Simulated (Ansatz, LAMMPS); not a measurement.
**Structural relaxation of a frame of liquid 80SiO2-10Al2O3-5CaO-5Na2O (mol %) from 3000 K (126 atoms)**

Aim: bring a frame of liquid 80SiO2-10Al2O3-5CaO-5Na2O (mol %) from 3000 K (126 atoms) to a nearby minimum of the energy and see what moves.

Program: Ansatz 0.2.0. Level of theory: Kohn-Sham DFT, PBE, PAW (set soft_2), plane waves. Results are calculated unless marked as measured.

This is a report of a sequence of runs, with most program output left out.

### Step 1. The starting structure

The cell holds 126 atoms: 32 Si, 8 Al, 2 Ca, 4 Na and 80 O. Cell: a = 12.120 Å, b = 12.120 Å, c = 12.120 Å, α = 90.0°, β = 90.0°, γ = 90.0°. 126 atoms (32 Si, 8 Al, 2 Ca, 4 Na, 80 O) placed at random at 2.39 g/cm³, melted at 4000 K for 10 ps at fixed volume with the Morse and Coulomb pair potential with partial charges (Pedone, Malavasi, Menziani, Cormack and Segre, J. Phys. Chem. B 110, 11780 (2006)). Snapshot at the end of a hold of 10 ps at 3000 K and fixed volume.

Before any run, some limits are plain. The network of bonds at the start is that of the classical potential that made the cell. The Brillouin zone is sampled at Γ only, in a cell whose shortest periodic width is 12 Å.

### Step 2. How the cell was made

A classical potential makes the cell, at a small fraction of what the same run would cost in DFT.

This step: classical MD, Morse and Coulomb pair potential with partial charges (Pedone, Malavasi, Menziani, Cormack and Segre, J. Phys. Chem. B 110, 11780 (2006)) (LAMMPS 22 Jul 2025 - Update 4).

File in.lmp:

```
# melt-quench of Si32Al8Ca2Na4O80
units metal
atom_style charge
boundary p p p
region box block 0 12.1198 0 12.1198 0 12.1198
create_box 5 box
mass 1 28.0850   # Si
mass 2 26.9815   # Al
mass 3 40.0780   # Ca
mass 4 22.9898   # Na
mass 5 15.9990   # O
create_atoms 1 random 32 595625 NULL overlap 1.5 maxtry 2000
create_atoms 2 random 8 595632 NULL overlap 1.5 maxtry 2000
create_atoms 3 random 2 595639 NULL overlap 1.5 maxtry 2000
create_atoms 4 random 4 595646 NULL overlap 1.5 maxtry 2000
create_atoms 5 random 80 595653 NULL overlap 1.5 maxtry 2000
pair_style hybrid/overlay pedone 5.5 coul/long 8.0
pair_coeff * * coul/long
pair_coeff 1 5 pedone 0.340554 2.006700 2.100000 1   # Si-O
pair_coeff 2 5 pedone 0.361581 1.900442 2.164818 0.9   # Al-O
pair_coeff 3 5 pedone 0.030211 2.241334 2.923245 5   # Ca-O
pair_coeff 4 5 pedone 0.023363 1.763867 3.006315 5   # Na-O
pair_coeff 5 5 pedone 0.042395 1.379316 3.618701 22   # O-O
set type 1 charge 2.4
set type 2 charge 1.8
set type 3 charge 1.2
set type 4 charge 0.6
set type 5 charge -1.2
kspace_style pppm 1.0e-4
neigh_modify delay 0 every 1 check yes
thermo_style custom step time temp pe press density
thermo_modify norm yes
timestep 0.002
thermo 100
# [... 18 lines left out ...]
compute msd all msd com yes
thermo 1250
fix md all nvt temp 3000 3000 0.2
run 5000 post no
print "== T3000: mean square displacement over the hold $(c_msd[4]:%.2f) A^2"
unfix md
uncompute msd
write_dump all custom T3000.dump id type xs ys zs modify sort id
```

The run is started by

```sh
$ lmp -in in.lmp -log none -nocite
```

Elapsed: 9.8 s, on 1 thread of Arm Neoverse V2, shared host; peak memory 0.069 GiB.

### Step 3. Single point at the start

The forces at the start show how far the geometry lies from a minimum of this functional.

File input.yaml:

```yaml
crystal:
  lattice:
    - [12.1198, 0.0, 0.0]
    - [0.0, 12.1198, 0.0]
    - [0.0, 0.0, 12.1198]
  atoms:
    - { symbol: Si, position: [0.14215, 0.4136, 0.72206] }
    - { symbol: Si, position: [0.57685, 0.04546, 0.55741] }
    - { symbol: Si, position: [0.1267, 0.29075, 0.30784] }
    - { symbol: Si, position: [0.44857, 0.81033, 0.90629] }
    - { symbol: Si, position: [0.003, 0.35035, 0.53502] }
    - { symbol: Si, position: [0.75662, 0.67886, 0.6647] }
    - { symbol: Si, position: [0.35365, 0.11781, 0.23313] }
    - { symbol: Si, position: [0.3528, 0.30238, 0.52715] }
    - { symbol: Si, position: [0.49378, 0.7586, 0.17026] }
    - { symbol: Si, position: [0.58386, 0.79768, 0.493] }
    - { symbol: Si, position: [0.53979, 0.37823, 0.70564] }
    - { symbol: Si, position: [0.05621, 0.64166, 0.58825] }
    - { symbol: Si, position: [0.02829, 0.57136, 0.0009] }
    - { symbol: Si, position: [0.76994, 0.1027, 0.73876] }
    - { symbol: Si, position: [0.60729, 0.11502, 0.31997] }
    - { symbol: Si, position: [0.72448, 0.91765, 0.15843] }
    - { symbol: Si, position: [0.2674, 0.96654, 0.8465] }
    - { symbol: Si, position: [0.0037, 0.92426, 0.31887] }
    - { symbol: Si, position: [0.89999, 0.24813, 0.17409] }
    - { symbol: Si, position: [0.0828, 0.74927, 0.15267] }
    - { symbol: Si, position: [0.94896, 0.02217, 0.1119] }
    - { symbol: Si, position: [0.80423, 0.52897, 0.8831] }
    - { symbol: Si, position: [0.71125, 0.46475, 0.53756] }
    - { symbol: Si, position: [0.86933, 0.8731, 0.70165] }
    - { symbol: Si, position: [0.33161, 0.04295, 0.59954] }
    - { symbol: Si, position: [0.2862, 0.69666, 0.27877] }
    - { symbol: Si, position: [0.50783, 0.42527, 0.12369] }
    - { symbol: Si, position: [0.3343, 0.16222, 0.9937] }
    - { symbol: Si, position: [0.31051, 0.43798, 0.30067] }
    - { symbol: Si, position: [0.65128, 0.95275, 0.92119] }
    - { symbol: Si, position: [0.11337, 0.32846, 0.95964] }
    - { symbol: Si, position: [0.54356, 0.19887, 0.92181] }
    [... 88 atom lines left out ...]
    - { symbol: O, position: [0.61777, 0.40939, 0.59866] }
    - { symbol: O, position: [0.74967, 0.60807, 0.78578] }
    - { symbol: O, position: [0.13725, 0.5624, 0.68467] }
    - { symbol: O, position: [0.84861, 0.40975, 0.82105] }
    - { symbol: O, position: [0.69871, 0.93987, 0.03894] }
    - { symbol: O, position: [0.47319, 0.14284, 0.25692] }
kpoints:
  mp_grid: { grid: [1, 1, 1] }
hamiltonian:
  xc: pbe
scf:
  occupations: { method: fixed }
output:
  forces: true
  stress: true
  populations: true
  dos:
    method: { smearing: { sigma: 0.15 } }
    de: 0.1
    projected: { site_lists: { Al: [Al], Ca: [Ca], Na: [Na], O: [O], Si: [Si] } }
  eigenvalues: true
```

The run is started by

```sh
$ ansatz run input.yaml --threads 4 --pin off --max-ram 8192MiB --backend cpu --events-out ev --progress --plain --runs-dir out
```

It took 58 s on 4 threads of Arm Neoverse V2, shared host; peak memory 2.6 GiB; 3.7 min of CPU time.

Read from the output:

* free energy: -79700.5901 eV
* free energy per atom: -632.5444 eV/atom
* SCF cycles: 24
* pressure: 2.833 GPa
* r.m.s. force component: 3.127 eV/Å
* longest force: 12.79 eV/Å
* Fermi energy: 4.822 eV
* gap (highest filled to lowest empty level): 0.0698 eV
* spilling of the projection: 0.01228

The r.m.s. force component of 3.1 eV/Å and the pressure of 2.8 GPa set the starting point.

Length of the force by element:

```
element  coordination  atoms  mean length of the force (eV/Å)  spread  least  most
     Al           all      8                             4.87    2.72   2.44  11.3
     Ca           all      2                             1.09   0.267  0.819  1.35
     Na           all      4                             1.29   0.778  0.554  2.58
      O           all     80                             3.99    2.45  0.586  12.2
     Si           all     32                             6.58    3.05   1.17  12.8
```

### Step 4. Relaxation

With the cell held, the atoms are moved downhill towards a nearby minimum.

input.yaml, the sections that differ from step 3:

```yaml
output:
  forces: true
relax:
  f_tol: 0.05
  max_steps: 200
# crystal, kpoints, hamiltonian, scf: as in step 3
```

The job ended after 13 min (4 threads; peak memory 2.4 GiB).

Relaxation path (22 of 42):

```
step  energy less that of the first step (eV)  largest force component (eV/Å)
   1                                   0.0000                         11.1141
   3                                 -39.6772                          2.8588
   5                                 -48.6907                          1.8524
   7                                 -52.3993                          1.0087
   9                                 -54.2579                          0.7855
  11                                 -55.5920                          0.7763
  13                                 -56.8910                          0.9989
  15                                 -57.9098                          0.3747
  17                                 -58.3409                          0.7357
  19                                 -58.7507                          0.2426
  21                                 -59.0905                          0.3389
  22                                 -59.2266                          0.3558
  24                                 -59.5112                          0.3699
  26                                 -59.9810                          0.4696
  28                                 -60.1794                          0.3252
  30                                 -60.2894                          0.1795
  32                                 -60.4718                          0.5730
  34                                 -60.9526                          0.8981
  36                                 -61.4926                          1.6061
  38                                 -61.7079                          0.1820
  40                                 -61.7095                          0.2253
  42                                 -61.7620                          0.0389
```

Relaxation step 40 was tried and not accepted.

The atoms that moved most (Å):

```
atom      dx      dy      dz  length
Na46   2.143   0.642   1.837   2.894
Ca41  -0.876  -0.047   2.482   2.632
O122   1.538  -0.702  -0.430   1.744
 O91   1.048   0.842  -0.467   1.423
Ca42  -0.805  -0.926   0.707   1.416
O125  -1.242   0.608   0.209   1.398
 O59  -0.420   0.064  -1.330   1.396
O114  -0.919   0.836  -0.606   1.382
```

The relaxation changed the energy by -490 meV/atom, and atoms moved by 0.78 Å r.m.s., 2.9 Å at most.

### Step 5. Distances and neighbours after relaxation

Bonds before and after, by the cutoffs listed below:

```
pair  bonds before  bonds after  mean before (Å)  mean after (Å)  spread before (Å)  spread after (Å)
O-Si           123          128            1.653           1.639              0.128             0.025
O-Al            35           33            1.888           1.799              0.197             0.076
O-Na            18           18            2.558           2.504              0.281             0.187
```

Density 2.39 g/cm³, 14.13 Å³ an atom.

Pair distribution functions g(r), in bins of 0.2 Å:

```
r (Å)  total   O-O   O-Si  O-Al  O-Na  O-Ca  Si-Si
 1.50   0.14  0.00   0.45  0.00  0.00  0.00   0.00
 1.70   4.66  0.00  12.74  6.89  0.00  0.00   0.00
 1.90   0.33  0.00   0.00  4.15  0.00  0.00   0.00
 2.10   0.08  0.00   0.00  0.27  0.96  0.94   0.00
 2.30   0.12  0.00   0.00  0.00  1.60  2.53   0.00
 2.50   0.74  1.49   0.00  0.00  2.10  2.87   0.00
 2.70   2.06  4.80   0.00  0.00  1.80  1.83   0.00
 2.90   0.75  1.17   0.10  0.27  0.00  0.50   1.94
 3.10   0.83  0.65   0.23  0.22  0.91  0.48   3.71
 3.30   0.75  0.47   0.58  0.82  1.01  0.41   1.46
 3.50   0.81  0.59   1.06  1.52  0.18  1.07   0.00
 3.70   0.81  0.53   1.31  0.96  0.63  0.64   0.30
 3.90   1.12  0.73   1.90  1.15  1.17  0.86   0.18
 4.10   1.27  0.86   1.98  1.78  0.67  0.25   0.73
 4.30   1.25  0.80   1.72  1.66  1.67  1.42   0.97
 4.50   0.88  0.79   0.68  1.43  1.42  1.09   1.22
 4.70   1.00  1.26   0.54  0.65  1.79  2.42   1.12
 4.90   1.07  1.46   0.73  0.41  1.48  0.55   1.44
 5.10   1.02  1.48   0.65  0.64  0.68  1.04   1.01
 5.30   1.06  1.25   0.83  0.83  1.18  0.80   1.39
 5.50   0.93  0.97   0.86  0.73  0.95  0.73   1.28
 5.70   0.92  0.80   1.01  1.06  0.61  0.95   1.20
 5.90   0.99  0.83   1.23  0.80  0.95  0.77   0.92
```

Bonds by pair of elements; cutoffs follow the first minimum of g(r), held within bounds set by covalent radii, and pairs that aren't listed don't count as bonded:

```
pair A-B  cutoff (Å)  bonds  mean length (Å)  spread (Å)  shortest (Å)  B about A  A about B
    O-Si        2.08    128             1.64       0.025          1.58        1.6          4
    O-Al        2.38     33             1.80       0.076           1.7      0.412       4.12
    O-Na        2.93     18             2.50       0.187          2.15      0.225        4.5
    O-Ca        2.88     11             2.46       0.182          2.16      0.138        5.5
```

The cutoff for O-Ca falls short of the minimum of g(r), so counts run low and odd coordinations can be artefacts.

How many atoms have how many bonded neighbours:

```
element  mean   2   3   4  5  6
     Al  4.12   0   0   7  1  0
     Ca   5.5   0   0   0  1  1
     Na   4.5   0   0   2  2  0
      O  2.38  53  24   3  0  0
     Si     4   0   0  32  0  0
```

Bond angles (no mean is given where the spread exceeds 20°):

```
  angle  count  mean (°)  spread (°)
 O-Si-O    192       109         5.3
 O-Al-O     52       108        16.3
Si-O-Si     49       143        12.7
Al-O-Si     32       137        13.2
 O-Na-O     32         -           -
```

Oxygen atoms by the number of network formers (Si, P, Ge, B, Al, As, Ga) bound to them:

```
network formers bound to O  O atoms  per cent
                         0        0         0
                         1        2       2.5
                         2       75      93.8
                         3        3       3.8
```

Network units: each former by its oxygen neighbours and how many of them bridge to another former:

```
former  O neighbours  bridging O  atoms
    Si             4           3      1
    Si             4           4     31
    Al             4           3      1
    Al             4           4      6
    Al             5           5      1
```

Bond length by coordination (bonds to H left out):

```
element  coordination  atoms  mean bond length (Å)
     Al             4      7                  1.78
     Al             5      1                  1.89
     Ca             5      1                  2.43
     Ca             6      1                  2.48
     Na             4      2                  2.44
     Na             5      2                  2.56
      O             2     53                  1.65
      O             3     24                  1.96
      O             4      3                  2.11
```

Rings of the network by King's shortest-path rule, up to 12 atoms, one path for each pair of neighbours; H, halogens, alkali and alkaline-earth atoms are left out, and the last column divides by all other atoms, bonded or not:

```
ring size (atoms)  rings  per network atom
                4      1             0.008
                6      2             0.017
                8      7             0.058
               10     19             0.158
               12     26             0.217
```

The O-Si-O angle averages 109° with a spread of 5°. 94 % of the oxygens bridge two formers (Si and Al) and 2 % are non-bridging; 4 % join three. The commonest Si unit has 4 oxygens, 4 of them shared with other formers (31 of 32 atoms). Rings of 12 atoms are the most common (47 % of those counted); sizes run from 4 to 12, where the search stops.

(Part 1 of 2 ends here.)

[Logs are printed without paths, hosts, clocks, repeated set-up lines and the standing remarks that a program may print on its own settings, such as how far it seeks lower states.]

[Hosts, paths, dates, database ids (printed as entryN), source tags and the programs' standing remarks are cut or masked in the printed files.]
